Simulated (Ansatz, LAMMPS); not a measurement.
# A frame of amorphous polycarbonate of ethylene (as short chains C26O24H38) from 300 K (176 atoms) under strain

Aim: relax a frame of amorphous polycarbonate of ethylene (as short chains C26O24H38) from 300 K (176 atoms), then change its volume to read the bulk modulus from the stress.

Method: Kohn-Sham DFT, r2SCAN+D4, PAW (set soft_2), plane waves, in Ansatz 0.2.0.

## (1) The starting structure

The cell holds 176 atoms: 52 C, 48 O and 76 H. Its edges and angles: a = 12.180 Å, b = 12.180 Å, c = 12.180 Å, α = 90.0°, β = 90.0°, γ = 90.0°. 2 polycarbonate of ethylene chains of 8 units with methyl end groups placed at random, at 1.35 g/cm³; overlaps pushed apart, then 20 ps at 800 K with MMFF94 bonds, angles, torsions, charges and radii (Halgren, J. Comput. Chem. 17, 490 (1996)) in harmonic and 12-6 forms. Snapshot after 30 ps at 300 K and fixed volume.

What the set-up can't give: The network of contacts between molecules at the start is that of the classical potential that made the cell, and needn't be the one that DFT or experiment would give. Sampling is at Γ alone.

## (2) Single point at the start

A single point comes first, to see the forces before anything moves.

Contents of input.yaml:

```yaml
crystal:
  lattice:
    - [12.18032, 0.0, 0.0]
    - [0.0, 12.18032, 0.0]
    - [0.0, 0.0, 12.18032]
  atoms:
    - { symbol: C, position: [0.94682, 0.40754, 0.43452] }
    - { symbol: O, position: [0.8811, 0.48256, 0.497] }
    - { symbol: C, position: [0.88668, 0.45047, 0.60073] }
    - { symbol: O, position: [0.94719, 0.3838, 0.64228] }
    - { symbol: O, position: [0.81031, 0.51565, 0.659] }
    - { symbol: C, position: [0.80374, 0.48592, 0.76922] }
    - { symbol: C, position: [0.8938, 0.53711, 0.8358] }
    - { symbol: O, position: [0.8862, 0.50948, 0.94864] }
    - { symbol: C, position: [0.80539, 0.56631, 0.00085] }
    - { symbol: O, position: [0.75872, 0.65043, 0.97184] }
    - { symbol: O, position: [0.77058, 0.51282, 0.091] }
    - { symbol: C, position: [0.68493, 0.56989, 0.1517] }
    - { symbol: C, position: [0.57793, 0.58907, 0.08865] }
    - { symbol: O, position: [0.55564, 0.4981, 0.01859] }
    - { symbol: C, position: [0.54342, 0.39734, 0.07531] }
    - { symbol: O, position: [0.56753, 0.38126, 0.17123] }
    - { symbol: O, position: [0.51742, 0.31497, 0.00107] }
    - { symbol: C, position: [0.54774, 0.21143, 0.04905] }
    - { symbol: C, position: [0.54398, 0.12304, 0.94882] }
    - { symbol: O, position: [0.5805, 0.01738, 0.97992] }
    - { symbol: C, position: [0.69123, 0.00802, 0.97662] }
    - { symbol: O, position: [0.74765, 0.08672, 0.96008] }
    - { symbol: O, position: [0.72703, 0.90635, 0.01413] }
    - { symbol: C, position: [0.84132, 0.88795, 0.00083] }
    - { symbol: C, position: [0.89353, 0.86906, 0.11544] }
    - { symbol: O, position: [0.00518, 0.84776, 0.09366] }
    - { symbol: C, position: [0.08396, 0.93063, 0.11236] }
    - { symbol: O, position: [0.06643, 0.02492, 0.14786] }
    - { symbol: O, position: [0.18253, 0.90364, 0.06437] }
    - { symbol: C, position: [0.26093, 0.99602, 0.04196] }
    - { symbol: C, position: [0.22203, 0.06073, 0.94281] }
    - { symbol: O, position: [0.28018, 0.15849, 0.92656] }
    [... 138 atom lines left out ...]
    - { symbol: H, position: [0.98955, 0.40559, 0.09282] }
    - { symbol: H, position: [0.94146, 0.17327, 0.03502] }
    - { symbol: H, position: [0.84377, 0.27479, 0.04489] }
    - { symbol: H, position: [0.84043, 0.14626, 0.21679] }
    - { symbol: H, position: [0.97332, 0.19285, 0.24134] }
    - { symbol: H, position: [0.86638, 0.28693, 0.24018] }
kpoints:
  mp_grid: { grid: [1, 1, 1] }
hamiltonian:
  xc: r2scan
  dispersion: d4
scf:
  occupations: { method: fixed }
output:
  forces: true
```

Run with:

```bash
ansatz run input.yaml --threads 4 --pin off --max-ram 8192MiB --backend cpu --events-out ev --progress --plain --runs-dir out
```

Numbers of over 12 decimals in the logs are rounded to 6 here.

Log:

```text
[...]
Pseudopotentials: kind: paw
Pseudopotential: C, paw, valence charge 4, recommended cutoff 500 eV (meta_gga), C.paw.azcp
Pseudopotential: O, paw, valence charge 6, recommended cutoff 500 eV (meta_gga), O.paw.azcp
Pseudopotential: H, paw, valence charge 1, recommended cutoff 500 eV (meta_gga), H.paw.azcp
[...]
Crystal: 176 atoms, lattice volume = 1807.075 Å³
Basis set: ecut = 500 eV, 45961 PW (Γ), exchange–correlation on 360×360×360 points (64 copies of the dense FFT grid, shifted against one another)
Bands: 462, of which v1, the nominal top of the filled ones, is band 286 counted from 1 (285 counted from 0)
Symmetry: 1 space group operations
Space group: P1 (ITA 1), of the structure as read, at distance tolerance 1.2e-4 Å
k-points: 1
[...]
Initial density: superposition of atomic densities (neutral atoms: chi_scale 0, normalization atom), corrected by the library's trained network
Initial wavefunctions: pseudopotential atomic-orbital guess
[...]
SCF iter   1: F=—  HF=-41563.475165 eV  |F-HF|=—  |Δ(HF+E_count)|=         —  Δρ=9.27e-3  dr2=1.57e0  dr2_τ=1.55e1  ethr=1.77e-3  ⟨swp⟩=5.0  Hψ=1456  notcnv=0  defer=174
preconditioner: auto → Resta (q_TF=auto, 2.252 Å⁻¹)  ε∞=2.3  [insulator: Δε(μ)=5.679 eV  Ē_g=18.188 eV  n_scr=364 (ndim 8)  ℏωp=20.9 eV  f_vac=0.244  ε∞_Penn≈2.3]
SCF iter   2: F=—  HF=-41562.256957 eV  |F-HF|=—  |Δ(HF+E_count)|=    1.22e0  Δρ=4.56e-3  dr2=2.32e-1  dr2_τ=4.86e-2  ethr=2.74e-4  ⟨swp⟩=3.0  Hψ=740  notcnv=0  defer=173
SCF iter   3: F=—  HF=-41562.220512 eV  |F-HF|=—  |Δ(HF+E_count)|=   3.64e-2  Δρ=1.94e-3  dr2=6.09e-2  dr2_τ=6.52e-3  ethr=4.06e-5  ⟨swp⟩=3.0  Hψ=567  notcnv=0  defer=86
automatic band count: iteration 3 solves 374 bands in place of 462: the levels show a gap, and the empty bands left out lie too high to hold charge; the band table lists the bands solved (type scf.n_extra_bands for more)
SCF iter   4: F=—  HF=-41562.215078 eV  |F-HF|=—  |Δ(HF+E_count)|=   5.43e-3  Δρ=7.14e-4  dr2=9.94e-3  dr2_τ=1.25e-3  ethr=1.07e-5  ⟨swp⟩=3.0  Hψ=545  notcnv=0  defer=86
SCF iter   5: F=—  HF=-41562.216476 eV  |F-HF|=—  |Δ(HF+E_count)|=   1.40e-3  Δρ=2.75e-4  dr2=1.54e-3  dr2_τ=1.69e-4  ethr=1.74e-6  ⟨swp⟩=2.0  Hψ=567  notcnv=0  defer=86
[...]
SCF iter  10: F=—  HF=-41562.217907 eV  |F-HF|=—  |Δ(HF+E_count)|=   1.08e-6  Δρ=3.46e-6  dr2=2.06e-7  dr2_τ=2.88e-8  ethr=1.48e-10  ⟨swp⟩=2.0  Hψ=566  notcnv=0  defer=86
SCF iter  11: F=-41562.217908 eV  HF=-41562.217908 eV  |F-HF|=3.18e-8  |Δ(HF+E_count)|=   1.77e-7  Δρ=1.05e-6  dr2=2.05e-8  dr2_τ=2.44e-9  ethr=1.75e-11  ⟨swp⟩=4.0  Hψ=1192  notcnv=0
SCF 1 converged in 11 iterations: F = -41562.217908 eV  dr2 = 2.05e-8
[...]
SCF converged after 11 iterations
Free energy (F): -41562.217908 eV
Harris-Foulkes:  -41562.217908 eV  (|F-HF|=3.18e-8)
Internal energy: -41562.217908 eV  (E = F + TS)
E sigma→0 (E₀):  -41562.217908 eV
Fermi energy:    -0.985845 eV
--- Per-component energies (eV) ---
[...]
Σ components = -41562.217908   (vs F -41562.217908, Δ=0.00e0)
--- Forces (eV/Å), atoms counted from 1 ---
  atom   1  C      0.37656716     0.63280251    -2.51423592
  atom   2  O      0.41160164    -1.03128108     0.43809719
  atom   3  C     -1.04754802     1.61416947     1.75972618
  atom   4  O     -0.61586889     0.31767868    -0.38181062
[...]
atom 176  H      0.25685630    -0.23891843     0.09295996
  max |Σ_I F_I| component: 1.81e-4 eV/Å
```

Elapsed: 52 s, on 4 threads of Arm Neoverse V2, shared host; peak memory 4.7 GiB.

The column dr2 measures how far the density is from self-consistency, as an energy; F and HF (Harris–Foulkes) agree once it is small.

The r.m.s. force at the start is 1.0 eV/Å.

## (3) Cell and atoms relaxed

The cell is relaxed with the atoms, since the starting lattice needn't suit this functional.

Contents of input.yaml:

```yaml
crystal:
  lattice:
    - [12.18032, 0.0, 0.0]
    - [0.0, 12.18032, 0.0]
    - [0.0, 0.0, 12.18032]
  atoms:
    [... the 176 atom lines of step 2 ...]
kpoints:
  mp_grid: { grid: [1, 1, 1] }
hamiltonian:
  xc: r2scan
  dispersion: d4
scf:
  occupations: { method: fixed }
output:
  forces: true
relax:
  f_tol: 0.05
  max_steps: 150
  cell: {}
```

Log:

```text
[...]
Crystal: 176 atoms, lattice volume = 1807.075 Å³
Basis set: ecut = 500 eV, 45961 PW (Γ), exchange–correlation on 360×360×360 points (64 copies of the dense FFT grid, shifted against one another)
Bands: 462, of which v1, the nominal top of the filled ones, is band 286 counted from 1 (285 counted from 0)
Symmetry: 1 space group operations
[...]
k-points: 1
[...]
SCF iter   1: F=—  HF=-41563.475164 eV  |F-HF|=—  |Δ(HF+E_count)|=         —  Δρ=9.27e-3  dr2=1.57e0  dr2_τ=1.55e1  ethr=1.77e-3  ⟨swp⟩=5.0  Hψ=1456  notcnv=0  defer=174
[...]
SCF iter   5: F=—  HF=-41562.216458 eV  |F-HF|=—  |Δ(HF+E_count)|=   1.39e-3  Δρ=2.75e-4  dr2=1.54e-3  dr2_τ=1.69e-4  ethr=1.74e-6  ⟨swp⟩=2.0  Hψ=567  notcnv=0  defer=86
[...]
SCF iter  10: F=—  HF=-41562.217907 eV  |F-HF|=—  |Δ(HF+E_count)|=   1.08e-6  Δρ=3.46e-6  dr2=2.06e-7  dr2_τ=2.88e-8  ethr=1.48e-10  ⟨swp⟩=2.0  Hψ=566  notcnv=0  defer=86
SCF iter  11: F=-41562.217908 eV  HF=-41562.217908 eV  |F-HF|=3.18e-8  |Δ(HF+E_count)|=   1.77e-7  Δρ=1.05e-6  dr2=2.05e-8  dr2_τ=2.44e-9  ethr=1.75e-11  ⟨swp⟩=4.0  Hψ=1192  notcnv=0
SCF 1 converged in 11 iterations: F = -41562.217908 eV  dr2 = 2.05e-8
[...]
relax step   1: F+E_penalty+E_count = -41562.21790757 eV  Δ(F+E_penalty+E_count) = +0.000e0 eV  max|allowed force component| = 3.959e0 eV/Å  Δτ_max = 0.0000 Å  P = -1.806 GPa  Ω = 1807.075 Å³  (11 SCF iters, dr2 threshold 1.00e-7 eV, accepted)
[... from here on, the SCF cycles and remarks between the steps are left out ...]
relax step   2: F+E_penalty+E_count = -41568.61931970 eV  Δ(F+E_penalty+E_count) = -6.401e0 eV  max|allowed force component| = 2.699e0 eV/Å  Δτ_max = 0.1947 Å  P = -1.649 GPa  Ω = 1814.008 Å³  energy of the carried Pulay correction = -3.266e-3 eV  (8 SCF iters, dr2 threshold 1.76e-5 eV, accepted)
relax step   3: F+E_penalty+E_count = -41570.37505981 eV  Δ(F+E_penalty+E_count) = -1.756e0 eV  max|allowed force component| = 1.508e0 eV/Å  Δτ_max = 0.1904 Å  P = -1.035 GPa  Ω = 1799.920 Å³  energy of the carried Pulay correction = +3.384e-3 eV  (7 SCF iters, dr2 threshold 1.76e-5 eV, accepted)
relax step   4: F+E_penalty+E_count = -41570.88409767 eV  Δ(F+E_penalty+E_count) = -5.090e-1 eV  max|allowed force component| = 6.179e-1 eV/Å  Δτ_max = 0.2000 Å  P = -0.496 GPa  Ω = 1759.254 Å³  energy of the carried Pulay correction = +2.288e-2 eV  (7 SCF iters, dr2 threshold 1.76e-5 eV, accepted)
relax step   5: F+E_penalty+E_count = -41571.13787551 eV  Δ(F+E_penalty+E_count) = -2.538e-1 eV  max|allowed force component| = 2.503e-1 eV/Å  Δτ_max = 0.1928 Å  P = -0.131 GPa  Ω = 1738.790 Å³  energy of the carried Pulay correction = +3.285e-2 eV  (7 SCF iters, dr2 threshold 1.76e-5 eV, accepted)
relax step   6: F+E_penalty+E_count = -41571.25382117 eV  Δ(F+E_penalty+E_count) = -1.159e-1 eV  max|allowed force component| = 1.911e-1 eV/Å  Δτ_max = 0.1951 Å  P = -0.017 GPa  Ω = 1729.885 Å³  energy of the carried Pulay correction = +3.723e-2 eV  (8 SCF iters, dr2 threshold 3.91e-6 eV, accepted)
relax step   7: F+E_penalty+E_count = -41571.33091104 eV  Δ(F+E_penalty+E_count) = -7.709e-2 eV  max|allowed force component| = 2.057e-1 eV/Å  Δτ_max = 0.1905 Å  P = -0.044 GPa  Ω = 1732.004 Å³  energy of the carried Pulay correction = +3.619e-2 eV  (8 SCF iters, dr2 threshold 2.28e-6 eV, accepted)
relax step   8: F+E_penalty+E_count = -41571.38146378 eV  Δ(F+E_penalty+E_count) = -5.055e-2 eV  max|allowed force component| = 3.300e-1 eV/Å  Δτ_max = 0.1932 Å  P = -0.194 GPa  Ω = 1734.487 Å³  energy of the carried Pulay correction = +3.497e-2 eV  (8 SCF iters, dr2 threshold 2.64e-6 eV, accepted)
relax step   9: F+E_penalty+E_count = -41571.41763383 eV  Δ(F+E_penalty+E_count) = -3.617e-2 eV  max|allowed force component| = 2.863e-1 eV/Å  Δτ_max = 0.1745 Å  P = -0.161 GPa  Ω = 1736.125 Å³  energy of the carried Pulay correction = +3.416e-2 eV  (8 SCF iters, dr2 threshold 6.81e-6 eV, accepted)
relax step  10: F+E_penalty+E_count = -41571.44806288 eV  Δ(F+E_penalty+E_count) = -3.043e-2 eV  max|allowed force component| = 1.942e-1 eV/Å  Δτ_max = 0.0902 Å  P = +0.018 GPa  Ω = 1731.042 Å³  energy of the carried Pulay correction = +3.666e-2 eV  (7 SCF iters, dr2 threshold 5.12e-6 eV, accepted)
relax step  11: F+E_penalty+E_count = -41571.47182261 eV  Δ(F+E_penalty+E_count) = -2.376e-2 eV  max|allowed force component| = 3.066e-1 eV/Å  Δτ_max = 0.1677 Å  P = -0.184 GPa  Ω = 1725.498 Å³  energy of the carried Pulay correction = +3.940e-2 eV  (8 SCF iters, dr2 threshold 2.36e-6 eV, accepted)
relax step  12: F+E_penalty+E_count = -41571.48239384 eV  Δ(F+E_penalty+E_count) = -1.057e-2 eV  max|allowed force component| = 2.933e-1 eV/Å  Δτ_max = 0.1068 Å  P = +0.187 GPa  Ω = 1724.398 Å³  energy of the carried Pulay correction = +3.994e-2 eV  (7 SCF iters, dr2 threshold 5.88e-6 eV, accepted)
relax step  13: F+E_penalty+E_count = -41571.50163271 eV  Δ(F+E_penalty+E_count) = -1.924e-2 eV  max|allowed force component| = 1.347e-1 eV/Å  Δτ_max = 0.0748 Å  P = -0.010 GPa  Ω = 1725.665 Å³  energy of the carried Pulay correction = +3.932e-2 eV  (7 SCF iters, dr2 threshold 5.38e-6 eV, accepted)
relax step  14: F+E_penalty+E_count = -41571.51216589 eV  Δ(F+E_penalty+E_count) = -1.053e-2 eV  max|allowed force component| = 1.338e-1 eV/Å  Δτ_max = 0.0699 Å  P = -0.084 GPa  Ω = 1727.090 Å³  energy of the carried Pulay correction = +3.861e-2 eV  (8 SCF iters, dr2 threshold 1.13e-6 eV, accepted)
relax step  15: F+E_penalty+E_count = -41571.52187869 eV  Δ(F+E_penalty+E_count) = -9.713e-3 eV  max|allowed force component| = 1.513e-1 eV/Å  Δτ_max = 0.1052 Å  P = -0.149 GPa  Ω = 1728.581 Å³  energy of the carried Pulay correction = +3.788e-2 eV  (8 SCF iters, dr2 threshold 1.12e-6 eV, accepted)
relax step  16: F+E_penalty+E_count = -41571.52919266 eV  Δ(F+E_penalty+E_count) = -7.314e-3 eV  max|allowed force component| = 9.375e-2 eV/Å  Δτ_max = 0.1066 Å  P = -0.048 GPa  Ω = 1731.527 Å³  energy of the carried Pulay correction = +3.642e-2 eV  (8 SCF iters, dr2 threshold 1.43e-6 eV, accepted)
relax step  17: F+E_penalty+E_count = -41571.53474844 eV  Δ(F+E_penalty+E_count) = -5.556e-3 eV  max|allowed force component| = 6.537e-2 eV/Å  Δτ_max = 0.0274 Å  P = -0.042 GPa  Ω = 1730.885 Å³  energy of the carried Pulay correction = +3.674e-2 eV  (7 SCF iters, dr2 threshold 5.49e-7 eV, accepted)
relax step  18: F+E_penalty+E_count = -41571.53997363 eV  Δ(F+E_penalty+E_count) = -5.225e-3 eV  max|allowed force component| = 9.818e-2 eV/Å  Δτ_max = 0.0525 Å  P = -0.024 GPa  Ω = 1729.575 Å³  energy of the carried Pulay correction = +3.739e-2 eV  (8 SCF iters, dr2 threshold 2.67e-7 eV, accepted)
relax step  19: F+E_penalty+E_count = -41571.54241089 eV  Δ(F+E_penalty+E_count) = -2.437e-3 eV  max|allowed force component| = 7.035e-2 eV/Å  Δτ_max = 0.0527 Å  P = +0.002 GPa  Ω = 1729.565 Å³  energy of the carried Pulay correction = +3.739e-2 eV  (8 SCF iters, dr2 threshold 6.02e-7 eV, accepted)
relax step  20: F+E_penalty+E_count = -41571.54456961 eV  Δ(F+E_penalty+E_count) = -2.159e-3 eV  max|allowed force component| = 3.961e-2 eV/Å  Δτ_max = 0.0515 Å  P = +0.003 GPa  Ω = 1729.798 Å³  energy of the carried Pulay correction = +3.728e-2 eV  (8 SCF iters, dr2 threshold 3.09e-7 eV, accepted)
relax step  21: F+E_penalty+E_count = -41571.54594370 eV  Δ(F+E_penalty+E_count) = -1.374e-3 eV  max|allowed force component| = 6.900e-2 eV/Å  Δτ_max = 0.0440 Å  P = +0.003 GPa  Ω = 1729.587 Å³  energy of the carried Pulay correction = +3.738e-2 eV  (11 SCF iters, accepted)
relax step  22: F+E_penalty+E_count = -41571.54714195 eV  Δ(F+E_penalty+E_count) = -1.198e-3 eV  max|allowed force component| = 4.082e-2 eV/Å  Δτ_max = 0.0119 Å  P = +0.000 GPa  Ω = 1729.557 Å³  energy of the carried Pulay correction = +3.739e-2 eV  (7 SCF iters, dr2 threshold 2.98e-7 eV, accepted)
relax step  23: F+E_penalty+E_count = -41571.54881231 eV  Δ(F+E_penalty+E_count) = -1.670e-3 eV  max|allowed force component| = 2.655e-2 eV/Å  Δτ_max = 0.0361 Å  P = -0.012 GPa  Ω = 1728.925 Å³  energy of the carried Pulay correction = +3.771e-2 eV  (10 SCF iters, accepted)
relax step  24: F+E_penalty+E_count = -41571.55029854 eV  Δ(F+E_penalty+E_count) = -1.486e-3 eV  max|allowed force component| = 3.615e-2 eV/Å  Δτ_max = 0.0448 Å  P = -0.022 GPa  Ω = 1728.119 Å³  energy of the carried Pulay correction = +3.810e-2 eV  (10 SCF iters, accepted)
relax step  25: F+E_penalty+E_count = -41571.51092631 eV  Δ(F+E_penalty+E_count) = +3.937e-2 eV  max|allowed force component| = 3.567e-2 eV/Å  Δτ_max = 0.0000 Å  P = -0.006 GPa  Ω = 1728.119 Å³  stress off target by 1.53e-2 GPa  SCF on the basis re-selected at this cell (its energy is not comparable with the rows above)  (7 SCF iters)
basis re-selected at this cell: Δ(F+E_penalty+E_count) = +3.937e-2 eV, ΔP = +0.016 GPa vs the last step (what re-selecting the basis moved, of the pressure what is left beyond the Pulay correction that the steps carried, after the strain that the cell walked since its last selection, [...]
SCF converged after 7 iterations
Free energy (F): -41571.510926 eV
[...]
Internal energy: -41571.510926 eV  (E = F + TS)
E sigma→0 (E₀):  -41571.510926 eV
Fermi energy:    -0.785688 eV
[...]
Σ components = -41571.510926   (vs F -41571.510926, Δ=0.00e0)
--- Forces (eV/Å), atoms counted from 1 ---
  atom   1  C      0.00318261    -0.00932185     0.00436822
  atom   2  O     -0.00621158    -0.00304319    -0.00099771
  atom   3  C      0.00229896     0.00363665    -0.01272076
  atom   4  O      0.00043784     0.00007860     0.00771896
[...]
atom 176  H      0.00505718     0.00018475     0.00300108
  max |Σ_I F_I| component: 1.97e-4 eV/Å
--- Stress (GPa, compression-positive) ---
       -0.011908      -0.001847      -0.007274
       -0.001847      -0.008277       0.007649
       -0.007274       0.007649       0.002538
  P = ⅓ Tr σ = -0.0059 GPa (-0.059 kbar)
--- Relaxed structure (24 steps of the walk, 24 accepted, 1 SCFs on fresh bases) ---
  F+E_penalty+E_count = -41571.51092631 eV   max|allowed force component| = 3.567e-2 eV/Å   (the final SCF, on the basis selected at the relaxed cell)
  cell:  # Å, volume = 1728.1189 Å³
    - [11.376002, 0.204087, 0.204404]
    - [0.204087, 12.434185, 0.334455]
    - [0.204404, 0.334455, 12.233132]
  atoms:
    - { symbol: C, position: [0.938366, 0.389254, 0.436381] }
    - { symbol: O, position: [0.857690, 0.446996, 0.507258] }
    - { symbol: C, position: [0.874753, 0.431144, 0.614280] }
    - { symbol: O, position: [0.955147, 0.380613, 0.656316] }
[...]
- { symbol: H, position: [0.834940, 0.298499, 0.202836] }
```

Run time: 18 min. Hardware: 4 threads; peak memory 4.7 GiB; 72 min of CPU time.

The relaxation converged after 24 steps, with a largest force component of 0.036 eV/Å.

(Part 1 of 2 ends here.)

[Logs are printed without paths, hosts, clocks, repeated set-up lines and the standing remarks that a program may print on its own settings, such as how far it seeks lower states.]

[Hosts, paths, dates, database ids (printed as entryN), source tags and the programs' standing remarks are cut or masked in the printed files.]

[The MMFF94 radii named for the starting cell were scaled by 0.96; in molecules described by MMFF94, hydrogen bound to N, O or S took a small fixed 12-6 site in their place.]
